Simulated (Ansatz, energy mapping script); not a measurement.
## NiO: J from the energies of magnetic orders

Wanted: the magnetic order of NiO, its couplings and an estimate of its ordering temperature, by PBE0.

Main program and level: Ansatz 0.2.0; PBE0; plane waves, collinear spin, no spin–orbit coupling.

### 1. Set-up

Symmetry: Fm-3m, No. 225, cubic system. The conventional cell has a = 4.172 Å, b = 4.172 Å, c = 4.172 Å, α = 90.00°, β = 90.00°, γ = 90.00°. Nearest to Ni lie 6 O at 2.09 Å. Nearest to O lie 6 Ni at 2.09 Å. Farther neighbours and most contacts between anions are not listed.

A hybrid functional removes part of the self-interaction of all shells with no element-specific parameter, at many times the cost.

### 2. Parallel start in cell A (4 atoms)

Each cell gets its own parallel run on the same mesh, so that most of the mesh error cancels in the differences.

Contents of input.yaml:

```yaml
crystal:
  lattice:
    - [0.0, -2.085901641, -2.085901641]
    - [0.0, 2.085901641, -2.085901641]
    - [4.171803282, 0.0, 0.0]
  atoms:
    - { symbol: Ni, position: [0.5, 0.5, 0.5], spin: 2.0 }
    - { symbol: Ni, position: [0.0, 0.0, 0.0], spin: 2.0 }
    - { symbol: O, position: [0.5, 0.5, 0.0] }
    - { symbol: O, position: [0.0, 0.0, 0.5] }
magnetization:
  spin_polarized: true
kpoints:
  mp_grid: { grid: [8, 8, 6] }
hamiltonian:
  xc: pbe0
scf:
  occupations: { method: fermi_dirac, width: 0.05 }
output:
  eigenvalues: true
```

Command:

```bash
> ansatz run input.yaml --threads 4 --pin off --max-ram 8192MiB --backend cpu --events-out ev --progress --plain --runs-dir out
```

Numbers of over 12 decimals in the logs are rounded to 6 here.

Output:

```text
Engine: ansatz 0.2.0, aarch64-unknown-linux-gnu
Pseudopotentials: kind: paw
Pseudopotential: Ni, paw, valence charge 18, recommended cutoff 420 eV (normal), Ni.paw.azcp
Pseudopotential: O, paw, valence charge 6, recommended cutoff 420 eV (normal), O.paw.azcp
Functional definition: PBE0
  parameter a = 0.25
  parameter kappa = 0.804
  parameter beta = 0.066725
  exchange = (1 - a)*pbe_x(kappa = kappa, mu = beta*pi^2/3) + a*exact_x
  correlation = pbe_c(beta = beta)
Crystal: 4 atoms, lattice volume = 36.303 Å³
Basis set: ecut = 420 eV, 681 PW (Γ)
Bands: 32, of which v1, the nominal top of the filled ones, is band 24 counted from 1 (23 counted from 0)
Symmetry: 32 space group operations
Space group: Fm-3m (ITA 225), of the structure as read, at distance tolerance 3.3e-5 Å
Magnetic group: BNS 225.116 (UNI 1618), of the structure as read, at distance tolerance 3.3e-5 Å
k-points: 60 of 384
Non-local potential: Ni, projectors of the file, l = 0: 3, l = 1: 2, l = 2: 3, l = 3: 1
Non-local potential: O, projectors of the file, l = 0: 2, l = 1: 2, l = 2: 1
PAW form: soft (Blöchl's): semilocal exchange-correlation on the pseudo side does not see the compensation charge
PAW frozen core: Ni, regenerated for the run's functional, and the local potential with it (the file was generated under x = pbe(κ = 0.804, μ = 0.219515), c = pbe(β = 0.066725))
PAW frozen core: O, regenerated for the run's functional, and the local potential with it (the file was generated under x = pbe(κ = 0.804, μ = 0.219515), c = pbe(β = 0.066725))
PAW one-centre angular grid: Ni, 590 points (default); XC on 64 Gauss nodes
PAW one-centre angular grid: O, 110 points (default); XC on 64 Gauss nodes
Initial density: superposition of atomic densities (chi_scale 0.1, normalization cell, long waves kept (reshape's long-wave potential 0.00 eV rms))
Starting moments: Σ|m| = 4 μB on 2 of 4 sites
Initial wavefunctions: pseudopotential atomic-orbital guess
Functional: x = pbe(κ = 0.804, μ = 0.219515), c = pbe(β = 0.066725), warm-up for x = 0.75 pbe(κ = 0.804, μ = 0.219515) + 0.25 exact, c = pbe(β = 0.066725)
SCF iter   1: F=—  HF=-12817.308250 eV  |F-HF|=—  |Δ(HF+E_count)|=         —  Δρ=3.83e-1 (↑9.62e-2 ↓3.83e-1)  dr2=5.33e1  dr2_m=1.00e1  M=0.923 μB ∫|m|=0.930 μB  β_m=0.30  ethr=1.00e-1  ⟨swp⟩=5.7  Hψ=10699  notcnv=0
preconditioner: auto → Kerker (q_TF=auto, 2.858 Å⁻¹)  [metal: Δε(μ)=0.038 eV  Ē_g=13.911 eV  σ=0.050 eV  W_gap=0.19  n_scr=14 (ndim 8)  ℏωp=34.9 eV  f_vac=0.000  D(μ)=1.97/eV (n_scr^D=20)]
spin=Collinear: Kerker preconditioning applied to the charge; magnetization (m = ρ↑ − ρ↓) channel mixes plain (no charge-response kernel on spin).
iter 2 solved again at ethr=1.81e-3 eV; its pass at ethr=1.00e-1 eV (dr2=8.70e-1 eV) is discarded
SCF iter   2: F=—  HF=-12811.435353 eV  |F-HF|=—  |Δ(HF+E_count)|=    5.87e0  Δρ=7.65e-2 (↑7.65e-2 ↓6.75e-2)  dr2=9.36e-1  dr2_m=8.78e-1  M=2.203 μB ∫|m|=2.206 μB  β_m=0.30  ethr=1.81e-3  ⟨swp⟩=3.5  Hψ=17200  notcnv=0  defer=18
SCF iter   3: F=—  HF=-12811.189189 eV  |F-HF|=—  |Δ(HF+E_count)|=   2.46e-1  Δρ=6.49e-2 (↑4.13e-2 ↓6.49e-2)  dr2=5.35e-1  dr2_m=6.79e-1  M=2.034 μB ∫|m|=2.036 μB  β_m=0.30  ethr=1.81e-3  ⟨swp⟩=3.1  Hψ=9014  notcnv=0  defer=7
SCF iter   4: F=—  HF=-12811.209740 eV  |F-HF|=—  |Δ(HF+E_count)|=   2.06e-2  Δρ=2.56e-2 (↑2.56e-2 ↓2.22e-2)  dr2=1.34e-2  dr2_m=1.72e-1  M=2.251 μB ∫|m|=2.254 μB  β_m=1.00  ethr=1.11e-3  ⟨swp⟩=3.1  Hψ=10464  notcnv=0  defer=7
SCF iter   5: F=—  HF=-12811.207225 eV  |F-HF|=—  |Δ(HF+E_count)|=   2.52e-3  Δρ=2.17e-2 (↑8.56e-3 ↓2.17e-2)  dr2=1.36e-1  dr2_m=4.47e-2  M=2.458 μB ∫|m|=2.467 μB  β_m=1.00  ethr=2.80e-5  ⟨swp⟩=4.1  Hψ=12245  notcnv=0  defer=5
SCF iter   6: F=—  HF=-12811.229745 eV  |F-HF|=—  |Δ(HF+E_count)|=   2.25e-2  Δρ=5.44e-3 (↑2.34e-3 ↓5.44e-3)  dr2=8.26e-3  dr2_m=2.07e-3  M=2.513 μB ∫|m|=2.522 μB  β_m=1.00  ethr=2.80e-5  ⟨swp⟩=3.2  Hψ=9849  notcnv=0  defer=5
SCF iter   7: F=—  HF=-12811.255144 eV  |F-HF|=—  |Δ(HF+E_count)|=   2.54e-2  Δρ=4.21e-3 (↑4.21e-3 ↓3.30e-3)  dr2=9.71e-3  dr2_m=9.06e-4  M=2.551 μB ∫|m|=2.559 μB  β_m=0.30  ethr=1.72e-5  ⟨swp⟩=3.2  Hψ=9040  notcnv=0  defer=1
Mixer restart at iter 7: flushing history
spin-set hold released at iteration 7 (site moments contracting): the magnetisation degrees of freedom join the quasi-Newton model from the next iteration; the mixer history was flushed
SCF iter   8: F=—  HF=-12811.272863 eV  |F-HF|=—  |Δ(HF+E_count)|=   1.77e-2  Δρ=5.82e-3 (↑5.48e-3 ↓5.82e-3)  dr2=6.21e-4  dr2_m=1.03e-2  M=2.637 μB ∫|m|=2.645 μB  β_m=0.65  ethr=1.72e-5  ⟨swp⟩=2.9  Hψ=7916  notcnv=0
[...]
SCF 1 converged in 25 iterations: F = -12811.347046 eV  dr2 = 5.77e-10
  greatest PAW one-centre occupation: 1.002 electrons in one spin orbital (limit 2), on the Ni atom at site 1 (counted from 0), in its partial waves of l = 1
Initial density: handed on by an earlier stage of this run
Starting moments: Σ|m| = 4 μB on 2 of 4 sites; this step starts from the density that it was given
Initial wavefunctions: those handed on with the density
Functional: x = 0.75 pbe(κ = 0.804, μ = 0.219515) + 0.25 exact, c = pbe(β = 0.066725)
Frozen-core exchange: fock
[...]
preconditioner: auto → none  [insulator: Δε(μ)=1.469 eV  Ē_g=16.798 eV  σ=0.050 eV  W_gap=1.00  n_scr=14 (ndim 8)  ℏωp=34.9 eV  f_vac=0.000  D(μ)=0.00/eV (n_scr^D=0)]
[...]
SCF 2 converged in 7 iterations: F = -12810.416178 eV  dr2 = 6.51e-9
  greatest PAW one-centre occupation: 1.003 electrons in one spin orbital (limit 2), on the Ni atom at site 1 (counted from 0), in its partial waves of l = 1
hybrid outer 1: dexx = +3.714e-1 eV, tail = 4.49e-1 eV
Frozen-core exchange: fock
[...]
preconditioner: auto → none  [insulator: Δε(μ)=3.713 eV  Ē_g=17.082 eV  σ=0.050 eV  W_gap=1.00  n_scr=14 (ndim 8)  ℏωp=34.9 eV  f_vac=0.000  D(μ)=0.00/eV (n_scr^D=0)]
[...]
SCF 3 converged in 6 iterations: F = -12810.843940 eV  dr2 = 1.07e-8
hybrid outer 2: dexx = +1.527e-2 eV, tail = 2.11e-2 eV, magnetization grown 1.0229 times (not accepted), Δε = 7.58e-1 eV (about 3.69e-1 eV left of the loop's levels)
Frozen-core exchange: fock
[...]
preconditioner: auto → none  [insulator: Δε(μ)=3.784 eV  Ē_g=17.121 eV  σ=0.050 eV  W_gap=1.00  n_scr=14 (ndim 8)  ℏωp=34.9 eV  f_vac=0.000  D(μ)=0.00/eV (n_scr^D=0)]
[...]
eigensolver tolerance schedule: the retry pair's looser diagonalisation over-reported the residual by 0.20 of it (diagonalisation noise at 0.20 of the residual, at the tolerance the schedule requests for it); recorded, not acted on — ethr = c·dr2/N_el stays at c = 1.0e-1
[...]
SCF 4 stopped early in 3 iterations: F = -12810.865038 eV  dr2 = 1.70e-4
hybrid outer 3: dexx = +2.136e-3 eV, tail = 1.30e-3 eV, Δε = 6.13e-2 eV (about 1.74e-2 eV left of the loop's levels)
Frozen-core exchange: fock
[...]
preconditioner: auto → none  [insulator: Δε(μ)=3.790 eV  Ē_g=17.131 eV  σ=0.050 eV  W_gap=1.00  n_scr=14 (ndim 8)  ℏωp=34.9 eV  f_vac=0.000  D(μ)=0.00/eV (n_scr^D=0)]
iter 2 solved again at ethr=1.37e-9 eV; its pass at ethr=9.48e-8 eV (dr2=6.56e-7 eV) is discarded
SCF iter   2: F=—  HF=-12810.864630 eV  |F-HF|=—  |Δ(HF+E_count)|=   8.57e-7  Δρ=1.26e-4 (↑1.13e-4 ↓1.26e-4)  dr2=2.24e-5  dr2_m=3.95e-6  M=4.000 μB ∫|m|=4.064 μB  β_m=0.65  ethr=1.37e-9  ⟨swp⟩=3.9  Hψ=16996  notcnv=0
SCF iter   3: F=—  HF=-12810.864635 eV  |F-HF|=—  |Δ(HF+E_count)|=   5.14e-6  Δρ=2.23e-5 (↑2.23e-5 ↓1.88e-5)  dr2=2.22e-5  dr2_m=8.92e-8  M=4.000 μB ∫|m|=4.063 μB  β_m=0.66  ethr=1.37e-9  ⟨swp⟩=3.6  Hψ=9167  notcnv=0
SCF iter   4: F=—  HF=-12810.865274 eV  |F-HF|=—  |Δ(HF+E_count)|=   6.39e-4  Δρ=1.10e-4 (↑1.10e-4 ↓5.91e-5)  dr2=3.34e-6  dr2_m=1.24e-6  M=4.000 μB ∫|m|=4.063 μB  β_m=0.66  ethr=2.99e-10  ⟨swp⟩=5.0  Hψ=14187  notcnv=0
SCF iter   5: F=—  HF=-12810.865274 eV  |F-HF|=—  |Δ(HF+E_count)|=   6.11e-7  Δρ=1.31e-5 (↑8.41e-6 ↓1.31e-5)  dr2=5.43e-7  dr2_m=1.93e-8  M=4.000 μB ∫|m|=4.063 μB  β_m=0.81  ethr=2.99e-10  ⟨swp⟩=4.0  Hψ=11432  notcnv=0
SCF iter   6: F=—  HF=-12810.865276 eV  |F-HF|=—  |Δ(HF+E_count)|=   2.76e-6  Δρ=2.83e-5 (↑2.30e-5 ↓2.83e-5)  dr2=8.26e-8  dr2_m=2.10e-7  M=4.000 μB ∫|m|=4.062 μB  β_m=0.81  ethr=1.05e-10  ⟨swp⟩=4.0  Hψ=11081  notcnv=0  defer=1
SCF iter   7: F=-12810.865276 eV  HF=-12810.865276 eV  |F-HF|=6.69e-10  |Δ(HF+E_count)|=   4.97e-8  Δρ=1.31e-6 (↑3.91e-7 ↓1.31e-6)  dr2=6.32e-8  dr2_m=1.20e-10  M=4.000 μB ∫|m|=4.062 μB  ethr=5.87e-11  ⟨swp⟩=3.2  Hψ=8361  notcnv=0
SCF 5 converged in 7 iterations: F = -12810.865276 eV  dr2 = 6.32e-8
hybrid outer 4: dexx = +3.871e-5 eV, tail = 2.79e-6 eV, magnetization grown 1.0080 times (not accepted), Δε = 2.07e-2 eV (about 3.58e-3 eV left of the loop's levels)
Frozen-core exchange: fock
SCF iter   1: F=—  HF=-12810.865277 eV  |F-HF|=—  |Δ(HF+E_count)|=         —  Δρ=1.40e-5 (↑6.82e-6 ↓1.40e-5)  dr2=3.13e-8  dr2_m=3.36e-8  M=4.000 μB ∫|m|=4.062 μB  β_m=0.30  ethr=2.70e-9  ⟨swp⟩=3.3  Hψ=8704  notcnv=0
preconditioner: auto → none  [insulator: Δε(μ)=3.792 eV  Ē_g=17.136 eV  σ=0.050 eV  W_gap=1.00  n_scr=14 (ndim 8)  ℏωp=34.9 eV  f_vac=0.000  D(μ)=0.00/eV (n_scr^D=0)]
iter 2 solved again at ethr=1.00e-12 eV; its pass at ethr=5.11e-11 eV (dr2=3.97e-10 eV) is discarded
SCF iter   2: F=-12810.865277 eV  HF=-12810.865277 eV  |F-HF|=2.35e-10  |Δ(HF+E_count)|=   3.29e-9  Δρ=1.27e-6 (↑1.26e-6 ↓1.27e-6)  dr2=6.89e-9  dr2_m=3.43e-10  M=4.000 μB ∫|m|=4.062 μB  ethr=1.77e-12 (applied; sched 1.00e-12)  ⟨swp⟩=3.6  Hψ=16645  notcnv=0
SCF 6 converged in 2 iterations: F = -12810.865277 eV  dr2 = 6.89e-9
hybrid outer 5: dexx = +2.281e-8 eV, tail = 1.50e-8 eV, Δε = 3.66e-4 eV (about 1.14e-4 eV left of the loop's levels)
this state was not tested for a lower state beside it, because the functional holds exact exchange (a hybrid, or Hartree-Fock), whose exchange loop this test does not read (fock_operator); the stability check (scf.self_checks: high) cannot read this state: a pseudopotential is PAW: the check reads norm-conserving sets alone
hybrid SCF converged: 5 outer / 25 inner (+25 warm-up), last move |dexx| = 2.28e-8 eV, tail = 1.50e-8 eV
Magnetization: 4.0000 μB (26.0000 up, 22.0000 down)
Absolute magnetization: 4.0588 μB (∫|ρ↑−ρ↓|, with the PAW one-centre terms)
Spin contamination: 0.0060 ħ² per cell (⟨S²⟩ above its minimum at these occupations)
Per-site moments (μB) at R_I (Å): [(1.726165, 0.860434), (1.726165, 0.860434), (0.238419, 0.860434), (0.238419, 0.860434)]
Free energy (F): -12810.865277 eV
Frozen-core exchange: fock
Harris-Foulkes:  -12810.865277 eV  (|F-HF|=2.35e-10)
Internal energy: -12810.865277 eV  (E = F + TS)
E sigma→0 (E₀):  -12810.865277 eV
Fermi energy:    14.528140 eV
--- Per-component energies (eV) ---
  E_band       = -830.428058
  E_kinetic    = 902.907487
  E_local      = -7979.405750  (includes V_loc(G=0)·N_el)
  E_nonlocal   = 1388.216876
  E_hartree    = 3285.642795
  E_xc         = -241.000763
  E_vxc        = -308.928992  (∫ρ·V_xc dr)
  E_exx        = -254.474884  (= α·E_x^exact, valence–valence)
  E_paw        = -3402.660549  (= ΣΔE_a)
  E_vpaw       = -895.561869  (= ΣTr[D̂ρ^β])
  E_aug_tail   = 0.006377  (compensation charges beyond the density's cutoff)
  E_ewald      = -6509.597821
  E_core_change = -0.499043  (= ΣΔE_core)
  E_smearing   = -0.000000  (= −TS)
  E_closure    = -0.000000  (closes the sum)
  Σ components = -12810.865277   (vs F -12810.865277, Δ=1.82e-12)
--- Band table (eV; the first three rows and the last of 120) ---
  k-point 0 ↑: bands = [... 20 lower, 8.6952, 9.4288, 9.4288, 10.1945, 10.1945, 10.1947, 16.9382, 21.6908, ... 4 higher]
  k-point 1 ↑: bands = [... 20 lower, 8.9626, 9.6970, 9.6970, 10.2589, 10.2818, 10.2818, 17.6517, 21.8961, ... 4 higher]
  k-point 2 ↑: bands = [... 20 lower, 9.6620, 10.1022, 10.1022, 10.2804, 10.4035, 10.4035, 19.2986, 21.9946, ... 4 higher]
  k-point 59 ↓: bands = [... 20 lower, 10.7403, 10.7403, 17.5041, 17.5041, 18.1124, 18.1124, 25.1075, 25.1075, ... 4 higher]
```

Elapsed: 2 min, on 4 threads of Arm Neoverse N1, shared host; peak memory 2.4 GiB; 7.3 min of CPU time.

The column dr2 measures how far the density is from self-consistency, as an energy; F and HF (Harris–Foulkes) agree once it is small.

Spin moment in the sphere by atom:

| atom | spin moment in the sphere (μB) |
| --- | --- |
| Ni1 | 1.73 |
| Ni2 | 1.73 |
| O3 | 0.24 |
| O4 | 0.24 |

The run ends ferromagnetic.

### 3. Compensated +− start in cell A (4 atoms)

This order reverses 8 of the 12 neighbours at 2.95 Å and 0 of the 6 neighbours at 4.17 Å, counted for an average magnetic atom.

Edit input.yaml of step 2 so:

```diff
@@ -7,3 +7,3 @@
     - { symbol: Ni, position: [0.5, 0.5, 0.5], spin: 2.0 }
-    - { symbol: Ni, position: [0.0, 0.0, 0.0], spin: 2.0 }
+    - { symbol: Ni, position: [0.0, 0.0, 0.0], spin: -2.0 }
     - { symbol: O, position: [0.5, 0.5, 0.0] }
```

Output:

```text
[...]
Crystal: 4 atoms, lattice volume = 36.303 Å³
Basis set: ecut = 420 eV, 681 PW (Γ)
Bands: 32, of which v1, the nominal top of the filled ones, is band 24 counted from 1 (23 counted from 0)
Symmetry: 16 space group operations
[...]
k-points: 60 of 384
[...]
Starting moments: Σ|m| = 4 μB on 2 of 4 sites
Starting magnetic order: antiferromagnet; a translation exchanges its spin sublattices: spin-degenerate at every k-point
[...]
the translation (0.5, 0.5, 0.5) carries every atom to within crystal.symmetry.tolerance of an atom of its element with the starting moment reversed, but both spin channels are solved: under a hybrid functional one channel is solved only on norm-conserving pseudopotentials (hamiltonian.pseudopotentials.kind)
SCF iter   1: F=—  HF=-12817.310929 eV  |F-HF|=—  |Δ(HF+E_count)|=         —  Δρ=2.79e-1 (↑2.79e-1 ↓2.79e-1)  dr2=5.34e1  dr2_m=9.97e0  M=0.000 μB ∫|m|=0.762 μB  β_m=0.30  ethr=1.00e-1  ⟨swp⟩=5.7  Hψ=10800  notcnv=0
[...]
SCF iter  32: F=-12811.269366 eV  HF=-12811.269366 eV  |F-HF|=4.07e-10  |Δ(HF+E_count)|=  1.82e-11  Δρ=7.85e-7 (↑4.15e-7 ↓7.85e-7)  dr2=3.86e-10  dr2_m=2.44e-11  M=0.000 μB ∫|m|=3.138 μB  ethr=1.16e-12 (applied; sched 1.00e-12)  ⟨swp⟩=2.0  Hψ=6822  notcnv=0
SCF 1 converged in 32 iterations: F = -12811.269366 eV  dr2 = 3.86e-10
[...]
Frozen-core exchange: fock
[...]
SCF 2 converged in 7 iterations: F = -12810.313230 eV  dr2 = 6.67e-9
[...]
hybrid outer 1: dexx = +4.440e-1 eV, tail = 5.37e-1 eV
Frozen-core exchange: fock
[...]
SCF 3 stopped early in 4 iterations: F = -12810.831538 eV  dr2 = 1.67e-3
[...]
Frozen-core exchange: fock
[...]
SCF 4 converged in 10 iterations: F = -12810.833364 eV  dr2 = 8.40e-9
[...]
Frozen-core exchange: fock
[...]
SCF 5 converged in 2 iterations: F = -12810.833365 eV  dr2 = 2.79e-9
[...]
The result ahead of the solve for the band table, with the exchange loop's own table, told since no file at a place of the run's own has it by now; the run can take it back:
[...]
Magnetization: 0.0000 μB (24.0000 up, 24.0000 down)
Absolute magnetization: 3.8275 μB (∫|ρ↑−ρ↓|, with the PAW one-centre terms)
[...]
Per-site moments (μB) at R_I (Å): [(1.736389, 0.860434), (-1.736391, 0.860434), (-0.081912, 0.860434), (0.081923, 0.860434)]
Free energy (F): -12810.833365 eV
Frozen-core exchange: fock
[...]
Internal energy: -12810.833365 eV  (E = F + TS)
E sigma→0 (E₀):  -12810.833365 eV
Fermi energy:    14.722961 eV
[...]
--- Band table (eV; the first three rows and the last of 120) ---
  k-point 0 ↑: bands = [... 20 lower, 10.3461, 10.5847, 10.6264, 10.6264, 16.6923, 17.0534, 17.1659, 21.9769, ... 1 higher]
  k-point 1 ↑: bands = [... 20 lower, 10.4438, 10.4438, 10.7842, 10.7842, 16.6901, 17.1866, 18.0018, 22.2332, ... 1 higher]
  k-point 2 ↑: bands = [... 20 lower, 10.6741, 10.6741, 11.0174, 11.0174, 16.6858, 17.3470, 19.7871, 22.5297, ... 1 higher]
  k-point 59 ↓: bands = [... 20 lower, 10.6007, 10.6007, 10.6207, 10.7033, 17.4865, 18.0973, 24.3524, 25.0482, ... 1 higher]
[...]
Magnetization: 0.0000 μB (24.0000 up, 24.0000 down)
Absolute magnetization: 3.8275 μB (∫|ρ↑−ρ↓|, with the PAW one-centre terms)
[...]
Per-site moments (μB) at R_I (Å): [(1.736389, 0.860434), (-1.736391, 0.860434), (-0.081912, 0.860434), (0.081923, 0.860434)]
Free energy (F): -12810.833365 eV
Frozen-core exchange: fock
[...]
Internal energy: -12810.833365 eV  (E = F + TS)
E sigma→0 (E₀):  -12810.833365 eV
Fermi energy:    14.722961 eV
[...]
--- Band table (eV; the first three rows and the last of 120) ---
  k-point 0 ↑: bands = [... 20 lower, 10.3461, 10.5847, 10.6264, 10.6264, 16.6923, 17.0534, 17.1659, 21.9769, ... 4 higher]
  k-point 1 ↑: bands = [... 20 lower, 10.4438, 10.4438, 10.7842, 10.7842, 16.6901, 17.1867, 18.0018, 22.2332, ... 4 higher]
  k-point 2 ↑: bands = [... 20 lower, 10.6741, 10.6741, 11.0174, 11.0174, 16.6858, 17.3471, 19.7871, 22.5297, ... 4 higher]
  k-point 59 ↓: bands = [... 20 lower, 10.6007, 10.6007, 10.6207, 10.7033, 17.4865, 18.0973, 24.3524, 25.0482, ... 4 higher]
```

Run time: 1.9 min. Hardware: 4 threads; peak memory 2.4 GiB; 7.1 min of CPU time.

Spin moment in the sphere by atom:

| atom | spin moment in the sphere (μB) |
| --- | --- |
| Ni1 | 1.74 |
| Ni2 | -1.74 |
| O3 | -0.08 |
| O4 | 0.08 |

The run ends antiferromagnetic, 15.96 meV a magnetic atom above the parallel order of its cell.

(Part 1 of 2 ends here.)

[Logs and program files are shortened in this print: banners, set-up blocks, solver, clock and traceback lines can be left out without a mark of their own.]

[Logs are printed without paths, hosts, clocks, repeated set-up lines and the standing remarks that a program may print on its own settings, such as how far it seeks lower states.]

[Hosts, paths, dates, database ids (printed as entryN), source tags and the programs' standing remarks are cut or masked in the printed files.]

[Where a cell is said to come from a database of computed structures, the database is the Materials Project.]
